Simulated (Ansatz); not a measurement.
**W2C(OH)2 MXene monolayer in a perpendicular field**

Aim: how the W2C(OH)2 MXene monolayer screens a field along its normal, and what the field does to its bands. A positive field points along +c.

Method: plane-wave DFT, PBE-D3(BJ), Ansatz PAW, in Ansatz 0.2.0.

### 1. The starting structure

The cell holds 7 atoms: 2 H, 2 O, 2 W and 1 C. Its edges and angles: a = 3.125 Å, b = 3.125 Å, c = 44.244 Å, α = 90.0°, β = 90.0°, γ = 120.0°. Vacuum lies along c.

### 2. Relaxation

The starting cell is a guess, so the in-plane lattice and the atoms are relaxed first, with the slab cut off from its images along the normal.

File input.yaml:

```yaml
crystal:
  lattice:
    - [3.125408, 0.0, 0.0]
    - [-1.562704, 2.7066827252, 0.0]
    - [0.0, 0.0, 44.2443915817]
  atoms:
    - { symbol: H, position: [0.3333333333, 0.6666666667, 0.4249126122] }
    - { symbol: O, position: [0.3333333333, 0.6666666667, 0.4470623121] }
    - { symbol: W, position: [0.6666666667, 0.3333333333, 0.4721274791] }
    - { symbol: C, position: [0.0, 0.0, 0.5] }
    - { symbol: W, position: [0.3333333333, 0.6666666667, 0.5278725209] }
    - { symbol: O, position: [0.6666666667, 0.3333333333, 0.5529376879] }
    - { symbol: H, position: [0.6666666667, 0.3333333333, 0.5750873878] }
  periodic: [true, true, false]
kpoints:
  mp_grid: { grid: [12, 12, 1] }
hamiltonian:
  xc: pbe
  dispersion: d3bj
scf:
  occupations: { method: fermi_dirac, width: 0.05 }
  convergence: { dr2_threshold: 1.0e-09 }
relax:
  f_tol: 0.004
  max_steps: 90
  cell: {}
output:
  write_potential: true
  write_density: true
  volumetric_format: npy
```

Command:

```bash
ansatz run input.yaml --threads 2 --pin off --max-ram 3072MiB --backend cpu --events-out ev --progress --plain --runs-dir out
```

What it wrote:

```text
Warning: relax.cell: scf.convergence.dr2_threshold = 1e-9 eV is looser than the 2.52674951516e-10 eV advised for a relaxation that steers and ends on the stress (1e-10 eV for each atom of the cell: 7, times the square of relax.cell.stress_2d_tol = 0.05 N/m over 16.6 Å (the atoms' height at the walk's start and 5 Å past either face), 3.004e-2 GPa, over a crystal's default 0.05). What an SCF threshold leaves in a stress goes as its square root, and in the free energy as the threshold itself, and one threshold admits the most on a small cell: [figures from the program's tests cut] Set scf.convergence.dr2_threshold to 2.52674951516e-10 eV or tighter. [rest of the remark cut]
Engine: ansatz 0.2.0, aarch64-unknown-linux-gnu
Pseudopotentials: kind: paw
Pseudopotential: H, paw, valence charge 1, recommended cutoff 420 eV (normal), H.paw.azcp
Pseudopotential: O, paw, valence charge 6, recommended cutoff 420 eV (normal), O.paw.azcp
Pseudopotential: W, paw, valence charge 14, recommended cutoff 420 eV (normal), W.paw.azcp
Pseudopotential: C, paw, valence charge 4, recommended cutoff 420 eV (normal), C.paw.azcp
Functional definition: PBE
  parameter kappa = 0.804
  parameter beta = 0.066725
  exchange = pbe_x(kappa = kappa, mu = beta*pi^2/3)
  correlation = pbe_c(beta = beta)
Crystal: 7 atoms, lattice volume = 374.285 Å³
Basis set: ecut = 420 eV, 7251 PW (Γ), exchange–correlation on 48×48×600 points (8 copies of the dense FFT grid, shifted against one another)
Bands: 30, of which v1, the nominal top of the filled ones, is band 23 counted from 1 (22 counted from 0)
Symmetry: 12 space group operations
Space group: P-3m1 (ITA 164), of the structure as read, at distance tolerance 7.2e-5 Å
k-points: 19 of 144
Non-local potential: H, projectors of the file, l = 0: 2, l = 1: 1
Non-local potential: O, projectors of the file, l = 0: 2, l = 1: 2, l = 2: 1
Non-local potential: W, projectors of the file, l = 0: 3, l = 1: 2, l = 2: 2, l = 3: 1
Non-local potential: C, projectors of the file, l = 0: 2, l = 1: 2, l = 2: 1
PAW form: soft (Blöchl's): semilocal exchange-correlation on the pseudo side does not see the compensation charge
PAW one-centre angular grid: H, 110 points (default); XC on 64 Gauss nodes
PAW one-centre angular grid: O, 110 points (default); XC on 64 Gauss nodes
PAW one-centre angular grid: W, 590 points (default); XC on 64 Gauss nodes
PAW one-centre angular grid: C, 110 points (default); XC on 64 Gauss nodes
Initial density: superposition of atomic densities (neutral atoms: chi_scale 0, normalization atom), corrected by the library's trained network
Initial wavefunctions: pseudopotential atomic-orbital guess
Functional: x = pbe(κ = 0.804, μ = 0.219515), c = pbe(β = 0.066725)
SCF iter   1: F=—  HF=-22184.857584 eV  |F-HF|=—  |Δ(HF+E_count)|=         —  Δρ=5.71e-3  dr2=3.18e-1  ethr=1.77e-3  ⟨swp⟩=14.3  Hψ=4295  notcnv=0
preconditioner: auto → LDOS  [metal: Δε(μ)=0.018 eV  Ē_g=8.754 eV  σ=0.050 eV  W_gap=0.09  n_scr=26 (ndim 8)  ℏωp=9.8 eV  f_vac=0.787  D(μ)=4.82/eV (n_scr^D=20)  β→1.0]
SCF iter   2: F=—  HF=-22184.812354 eV  |F-HF|=—  |Δ(HF+E_count)|=   4.52e-2  Δρ=1.94e-3  dr2=2.27e-2  ethr=6.92e-4  ⟨swp⟩=3.7  Hψ=1294  notcnv=0  defer=5
SCF iter   3: F=—  HF=-22184.813709 eV  |F-HF|=—  |Δ(HF+E_count)|=   1.36e-3  Δρ=3.64e-4  dr2=2.16e-3  ethr=4.93e-5  ⟨swp⟩=3.5  Hψ=1364  notcnv=0  defer=5
SCF iter   4: F=—  HF=-22184.813965 eV  |F-HF|=—  |Δ(HF+E_count)|=   2.56e-4  Δρ=2.07e-4  dr2=5.09e-4  ethr=4.70e-6  ⟨swp⟩=3.4  Hψ=1220  notcnv=0  defer=5
SCF iter   5: F=—  HF=-22184.813968 eV  |F-HF|=—  |Δ(HF+E_count)|=   2.83e-6  Δρ=7.82e-5  dr2=3.68e-5  ethr=1.11e-6  ⟨swp⟩=3.6  Hψ=1242  notcnv=0  defer=5
SCF iter   6: F=—  HF=-22184.813940 eV  |F-HF|=—  |Δ(HF+E_count)|=   2.77e-5  Δρ=2.06e-5  dr2=1.79e-6  ethr=8.01e-8  ⟨swp⟩=4.1  Hψ=1339  notcnv=0  defer=5
SCF iter   7: F=—  HF=-22184.813734 eV  |F-HF|=—  |Δ(HF+E_count)|=   2.07e-4  Δρ=9.35e-6  dr2=9.17e-7  ethr=3.88e-9  ⟨swp⟩=3.5  Hψ=1237  notcnv=0  defer=5
SCF iter   8: F=—  HF=-22184.813734 eV  |F-HF|=—  |Δ(HF+E_count)|=   1.22e-7  Δρ=2.18e-6  dr2=2.79e-8  ethr=1.99e-9  ⟨swp⟩=2.8  Hψ=950  notcnv=0  defer=5
SCF iter   9: F=—  HF=-22184.813734 eV  |F-HF|=—  |Δ(HF+E_count)|=   7.78e-8  Δρ=7.04e-7  dr2=3.85e-9  ethr=6.06e-11  ⟨swp⟩=4.1  Hψ=1359  notcnv=0  defer=5
SCF iter  10: F=-22184.813734 eV  HF=-22184.813734 eV  |F-HF|=3.14e-9  |Δ(HF+E_count)|=   2.37e-9  Δρ=1.85e-7  dr2=1.76e-10  ethr=2.17e-12  ⟨swp⟩=14.2  Hψ=4978  notcnv=0
SCF 1 converged in 10 iterations: F = -22184.813734 eV  dr2 = 1.76e-10
  greatest PAW one-centre occupation: 0.999 electrons in one spin orbital (limit 2), on the W atom at site 4 (counted from 0), in its partial waves of l = 0
relax step   1: F+E_penalty+E_count = -22184.81373374 eV  Δ(F+E_penalty+E_count) = +0.000e0 eV  max|allowed force component| = 3.952e0 eV/Å  Δτ_max = 0.0000 Å  P = +0.479 N/m  Ω = 374.285 Å³  fix = [c, alpha, beta]  reactions: c +0.000 N/m  (10 SCF iters, accepted)
Crystal: 7 atoms, lattice volume = 358.018 Å³
Basis set: ecut = 420 eV, 6951 PW (Γ), exchange–correlation on 48×48×600 points (8 copies of the dense FFT grid, shifted against one another)
Initial density: handed on by an earlier stage of this run
Initial wavefunctions: those handed on with the density
iter 1 solved again at ethr=2.29e-3 eV; its pass at ethr=3.10e-3 eV (dr2=1.05e0 eV) is discarded
SCF iter   1: F=—  HF=-22185.966480 eV  |F-HF|=—  |Δ(HF+E_count)|=         —  Δρ=2.02e-2  dr2=1.07e0  ethr=2.29e-3  ⟨swp⟩=1.7  Hψ=4802  notcnv=0
preconditioner: auto → LDOS  [metal: Δε(μ)=0.007 eV  Ē_g=8.784 eV  σ=0.050 eV  W_gap=0.04  n_scr=26 (ndim 8)  ℏωp=10.0 eV  f_vac=0.773  D(μ)=5.65/eV (n_scr^D=22)  β→1.0]
SCF iter   2: F=—  HF=-22185.792333 eV  |F-HF|=—  |Δ(HF+E_count)|=   1.74e-1  Δρ=4.50e-3  dr2=7.14e-2  ethr=2.29e-3  ⟨swp⟩=3.4  Hψ=1248  notcnv=0
SCF iter   3: F=—  HF=-22185.781679 eV  |F-HF|=—  |Δ(HF+E_count)|=   1.07e-2  Δρ=1.38e-3  dr2=6.68e-3  ethr=1.55e-4  ⟨swp⟩=3.6  Hψ=1415  notcnv=0  defer=6
SCF iter   4: F=—  HF=-22185.781762 eV  |F-HF|=—  |Δ(HF+E_count)|=   8.25e-5  Δρ=4.91e-4  dr2=1.46e-3  ethr=1.45e-5  ⟨swp⟩=3.0  Hψ=1384  notcnv=0  defer=7
SCF iter   5: F=—  HF=-22185.781584 eV  |F-HF|=—  |Δ(HF+E_count)|=   1.78e-4  Δρ=1.47e-4  dr2=2.58e-4  ethr=3.17e-6  ⟨swp⟩=3.6  Hψ=1325  notcnv=0  defer=7
SCF iter   6: F=—  HF=-22185.781564 eV  |F-HF|=—  |Δ(HF+E_count)|=   2.00e-5  Δρ=5.02e-5  dr2=3.11e-5  ethr=5.60e-7  ⟨swp⟩=3.9  Hψ=1273  notcnv=0  defer=7
SCF iter   7: F=—  HF=-22185.781592 eV  |F-HF|=—  |Δ(HF+E_count)|=   2.88e-5  Δρ=2.60e-5  dr2=4.38e-6  ethr=6.77e-8  ⟨swp⟩=3.5  Hψ=1231  notcnv=0  defer=7
[...]
SCF 3 converged in 10 iterations: F = -22186.011691 eV  dr2 = 1.26e-10
relax step   3: F+E_penalty+E_count = -22186.01169062 eV  Δ(F+E_penalty+E_count) = -2.303e-1 eV  max|allowed force component| = 9.044e-1 eV/Å  Δτ_max = 0.1948 Å  P = -0.790 N/m  Ω = 340.478 Å³  energy of the carried Pulay correction = +2.432e-2 eV  fix = [c, alpha, beta]  reactions: c -0.000 N/m  (10 SCF iters, accepted)
[... from here on, the SCF cycles and remarks between the steps are left out ...]
relax step   4: F+E_penalty+E_count = -22186.07099010 eV  Δ(F+E_penalty+E_count) = -5.930e-2 eV  max|allowed force component| = 1.068e0 eV/Å  Δτ_max = 0.1605 Å  P = -0.577 N/m  Ω = 324.057 Å³  energy of the carried Pulay correction = +3.698e-2 eV  fix = [c, alpha, beta]  reactions: c -0.000 N/m  (10 SCF iters, accepted)
relax step   5: F+E_penalty+E_count = -22186.14143831 eV  Δ(F+E_penalty+E_count) = -7.045e-2 eV  max|allowed force component| = 3.733e-1 eV/Å  Δτ_max = 0.0411 Å  P = -2.303 N/m  Ω = 325.497 Å³  energy of the carried Pulay correction = +3.584e-2 eV  fix = [c, alpha, beta]  reactions: c -0.000 N/m  (11 SCF iters, accepted)
relax step   6: F+E_penalty+E_count = -22186.15283880 eV  Δ(F+E_penalty+E_count) = -1.140e-2 eV  max|allowed force component| = 7.360e-1 eV/Å  Δτ_max = 0.0263 Å  P = +2.123 N/m  Ω = 317.702 Å³  energy of the carried Pulay correction = +4.204e-2 eV  fix = [c, alpha, beta]  reactions: c +0.000 N/m  (11 SCF iters, accepted)
relax step   7: F+E_penalty+E_count = -22186.16636251 eV  Δ(F+E_penalty+E_count) = -1.352e-2 eV  max|allowed force component| = 3.374e-2 eV/Å  Δτ_max = 0.0190 Å  P = -0.175 N/m  Ω = 320.179 Å³  energy of the carried Pulay correction = +4.006e-2 eV  fix = [c, alpha, beta]  reactions: c -0.000 N/m  (11 SCF iters, accepted)
relax step   8: F+E_penalty+E_count = -22186.16655830 eV  Δ(F+E_penalty+E_count) = -1.958e-4 eV  max|allowed force component| = 1.709e-2 eV/Å  Δτ_max = 0.0043 Å  P = +0.189 N/m  Ω = 320.019 Å³  energy of the carried Pulay correction = +4.019e-2 eV  fix = [c, alpha, beta]  reactions: c +0.000 N/m  (8 SCF iters, accepted)
relax step   9: F+E_penalty+E_count = -22186.16643956 eV  Δ(F+E_penalty+E_count) = +1.187e-4 eV  max|allowed force component| = 9.225e-4 eV/Å  Δτ_max = 0.0006 Å  P = +0.007 N/m  Ω = 320.216 Å³  energy of the carried Pulay correction = +4.003e-2 eV  fix = [c, alpha, beta]  reactions: c +0.000 N/m  (7 SCF iters, accepted)
relax step  10: F+E_penalty+E_count = -22186.14826948 eV  Δ(F+E_penalty+E_count) = +1.817e-2 eV  max|allowed force component| = 5.656e-3 eV/Å  Δτ_max = 0.0000 Å  P = -0.468 N/m  Ω = 320.216 Å³  fix = [c, alpha, beta]  reactions: c -0.000 N/m  stress off target by 4.68e-1 N/m on what of the cell is left free  SCF on the basis re-selected at this cell (its energy is not comparable with the rows above)  (6 SCF iters)
relax step  11: F+E_penalty+E_count = -22186.14949988 eV  Δ(F+E_penalty+E_count) = -1.230e-3 eV  max|allowed force component| = 2.247e-3 eV/Å  Δτ_max = 0.0047 Å  P = -0.007 N/m  Ω = 319.143 Å³  energy of the carried Pulay correction = +8.479e-4 eV  fix = [c, alpha, beta]  reactions: c -0.000 N/m  (7 SCF iters, accepted)
iter 1 solved again at ethr=1.05e-7 eV; its pass at ethr=3.10e-3 eV (dr2=4.83e-5 eV) is discarded
SCF iter   1: F=—  HF=-22186.148663 eV  |F-HF|=—  |Δ(HF+E_count)|=         —  Δρ=1.22e-5  dr2=7.60e-8  ethr=1.05e-7  ⟨swp⟩=7.7  Hψ=7456  notcnv=0
preconditioner: auto → LDOS  [metal: Δε(μ)=0.014 eV  Ē_g=10.677 eV  σ=0.050 eV  W_gap=0.07  n_scr=26 (ndim 8)  ℏωp=11.4 eV  f_vac=0.772  D(μ)=4.14/eV (n_scr^D=20)  β→1.0]
SCF iter   2: F=—  HF=-22186.148691 eV  |F-HF|=—  |Δ(HF+E_count)|=   2.82e-5  Δρ=3.61e-6  dr2=2.55e-8  ethr=1.65e-10  ⟨swp⟩=5.6  Hψ=2019  notcnv=0
SCF iter   3: F=—  HF=-22186.148692 eV  |F-HF|=—  |Δ(HF+E_count)|=   1.44e-8  Δρ=5.26e-7  dr2=2.76e-9  ethr=5.55e-11  ⟨swp⟩=3.1  Hψ=1053  notcnv=0
SCF iter   4: F=-22186.148692 eV  HF=-22186.148692 eV  |F-HF|=1.13e-9  |Δ(HF+E_count)|=   6.34e-9  Δρ=2.73e-7  dr2=3.42e-10  ethr=2.17e-12  ⟨swp⟩=21.0  Hψ=5838  notcnv=0
SCF 12 converged in 4 iterations: F = -22186.148692 eV  dr2 = 3.42e-10
relax step  12: F+E_penalty+E_count = -22186.14869151 eV  Δ(F+E_penalty+E_count) = +8.084e-4 eV  max|allowed force component| = 2.104e-3 eV/Å  Δτ_max = 0.0000 Å  P = -0.022 N/m  Ω = 319.143 Å³  fix = [c, alpha, beta]  reactions: c -0.000 N/m  stress off target by 2.17e-2 N/m on what of the cell is left free  SCF on the basis re-selected at this cell (its energy is not comparable with the rows above)  (4 SCF iters)
basis re-selected at this cell: Δ(F+E_penalty+E_count) = +8.084e-4 eV, ΔP = -0.014 N/m vs the last step (what re-selecting the basis moved, of the pressure what is left beyond the Pulay correction that the steps carried, after the strain that the cell walked since its last selection, with what the two solves' SCF thresholds leave and, on support functions, any second-order correction that the steps lacked; it is no m [...]
SCF converged after 4 iterations
Free energy (F): -22186.148692 eV
Harris-Foulkes:  -22186.148692 eV  (|F-HF|=1.13e-9)
Internal energy: -22186.115216 eV  (E = F + TS)
E sigma→0 (E₀):  -22186.131954 eV
Entropy (-TS):   -0.033476 eV (-4.782 meV/atom)
Fermi energy:    -2.482335 eV
--- Per-component energies (eV) ---
  E_band       = -1142.533739
  E_kinetic    = 1374.342189
  E_local      = -234163.299844  (includes V_loc(G=0)·N_el)
  E_nonlocal   = 128.543472
  E_hartree    = 116298.451039
  E_xc         = -747.017479
  E_vxc        = -748.223274  (∫ρ·V_xc dr)
  E_paw        = -17542.488174  (= ΣΔE_a)
  E_vpaw       = -330.802690  (= ΣTr[D̂ρ^β])
  E_aug_tail   = 0.002511  (compensation charges beyond the density's cutoff)
  E_ewald      = 112466.769278
  E_disp       = -1.418207  (pairwise vdW)
  E_smearing   = -0.033476  (= −TS)
  E_closure    = 0.000000  (closes the sum)
  Σ components = -22186.148692   (vs F -22186.148692, Δ=0.00e0)
--- Forces (eV/Å), atoms counted from 1 ---
  atom   1  H      0.00000000     0.00000000    -0.00176338
  atom   2  O     -0.00000000     0.00000000    -0.00210443
  atom   3  W     -0.00000000     0.00000000     0.00030631
  atom   4  C      0.00000000     0.00000000     0.00000000
  atom   5  W      0.00000000    -0.00000000    -0.00030631
  atom   6  O     -0.00000000    -0.00000000     0.00210443
  atom   7  H      0.00000000    -0.00000000     0.00176338
  max |Σ_I F_I| component: 3.67e-17 eV/Å
--- 2D stress c σ (N/m, compression-positive) ---
       -0.021709       0.000000      -0.000000
        0.000000      -0.021709      -0.000000
       -0.000000      -0.000000      -0.000000
  P = ½ c Tr σ = -0.0217 N/m
--- Band table (eV; the first three rows and the last of 19) ---
  k-point 0: bands = [... 19 lower, -5.7040, -5.7040, -3.9431, -3.9431, -2.5196, -2.5173, -2.1531, -2.0984, ... 3 higher]
  k-point 1: bands = [... 19 lower, -6.0425, -5.8406, -4.2189, -3.7497, -2.6487, -2.4120, -2.1527, -2.0783, ... 3 higher]
  k-point 2: bands = [... 19 lower, -6.0849, -6.0084, -4.6295, -3.1904, -2.9378, -2.5603, -1.8455, -1.7273, ... 3 higher]
  k-point 18: bands = [... 19 lower, -8.4212, -3.5422, -2.7145, -2.7145, -2.3032, -1.0839, -1.0839, 0.7325, ... 3 higher]
  the weakly bound empty levels are not read free of the cell's end (no_gap_told)
--- Relaxed structure (10 steps of the walk, 10 accepted, 2 SCFs on fresh bases) ---
  F+E_penalty+E_count = -22186.14869151 eV   max|allowed force component| = 2.104e-3 eV/Å   (the final SCF, on the basis selected at the relaxed cell)
  cell:  # Å, volume = 319.1434 Å³
    - [2.886014, 0.0, 0]
    - [-1.443007, 2.499362, 0]
    - [0, 0, 44.2443915817]
  atoms:
    - { symbol: H, position: [0.333333, 0.666667, 0.413454] }
    - { symbol: O, position: [0.333333, 0.666667, 0.435724] }
    - { symbol: W, position: [0.666667, 0.333333, 0.469294] }
    - { symbol: C, position: [0, 0, 0.5] }
    - { symbol: W, position: [0.333333, 0.666667, 0.530706] }
    - { symbol: O, position: [0.666667, 0.333333, 0.564276] }
    - { symbol: H, position: [0.666667, 0.333333, 0.586546] }
```

The job ended after 76 s (2 threads of Arm Neoverse V2, shared host; peak memory 0.68 GiB; 2.5 min of CPU time).

In the SCF lines HF is the Harris–Foulkes energy and dr2 the Hartree energy of the density residual, in eV; the loop may stop once dr2 is under the threshold and the program's other checks hold. Hψ counts applications of the Hamiltonian.

The steps of the relaxation:

| step | energy less that of the first step (eV) | largest force component (eV/Å) | volume (Å³) |
| --- | --- | --- | --- |
| 1 | 0.0000 | 3.9515 | 374.28 |
| 2 | -0.9677 | 0.9351 | 358.02 |
| 3 | -1.1980 | 0.9044 | 340.48 |
| 4 | -1.2573 | 1.0678 | 324.06 |
| 5 | -1.3277 | 0.3733 | 325.50 |
| 6 | -1.3391 | 0.7360 | 317.70 |
| 7 | -1.3526 | 0.0337 | 320.18 |
| 8 | -1.3528 | 0.0171 | 320.02 |
| 9 | -1.3527 | 0.0009 | 320.22 |
| 10* | -1.3345 | 0.0057 | 320.22 |
| 11 | -1.3358 | 0.0022 | 319.14 |
| 12* | -1.3350 | 0.0021 | 319.14 |

Relaxation steps marked * repeat the geometry before them on a plane-wave basis chosen anew for their cell, so energy and pressure can jump there.

The run keeps the 12 symmetry operations that the program found, so distortions that break them were not tested.

| cell as run | before | after | change |
| --- | --- | --- | --- |
| a (Å) | 3.125 | 2.886 | -7.7 % |
| b (Å) | 3.125 | 2.886 | -7.7 % |

The atoms that moved most (Å, along periodic axes as changes of fractional coordinates times the final cell, across vacuum about the mean position):

| atom | dx | dy | dz | length |
| --- | --- | --- | --- | --- |
| H1 | 0.000 | 0.000 | -0.507 | 0.507 |
| H7 | 0.000 | 0.000 | 0.507 | 0.507 |
| O6 | 0.000 | 0.000 | 0.502 | 0.502 |
| O2 | 0.000 | 0.000 | -0.502 | 0.502 |
| W5 | 0.000 | 0.000 | 0.125 | 0.125 |
| W3 | 0.000 | 0.000 | -0.125 | 0.125 |

Read from the output:

| Quantity | Value |
| --- | --- |
| energy at zero smearing | -22186.1320 eV |

The lattice constant a goes from 3.125 to 2.886 Å.

(Part 1 of 2 ends here.)

[Long decimals in the printed logs are rounded to 6 places.]

[Logs are printed without paths, hosts, clocks, repeated set-up lines and the standing remarks that a program may print on its own settings, such as how far it seeks lower states.]

[Hosts, paths, dates, database ids (printed as entryN), source tags and the programs' standing remarks are cut or masked in the printed files.]

[Maps of the electrostatic potential energy from Ansatz leave out the sawtooth potential of an applied field or a dipole correction, so their vacuum need not be flat; planar profiles and work functions include it.]
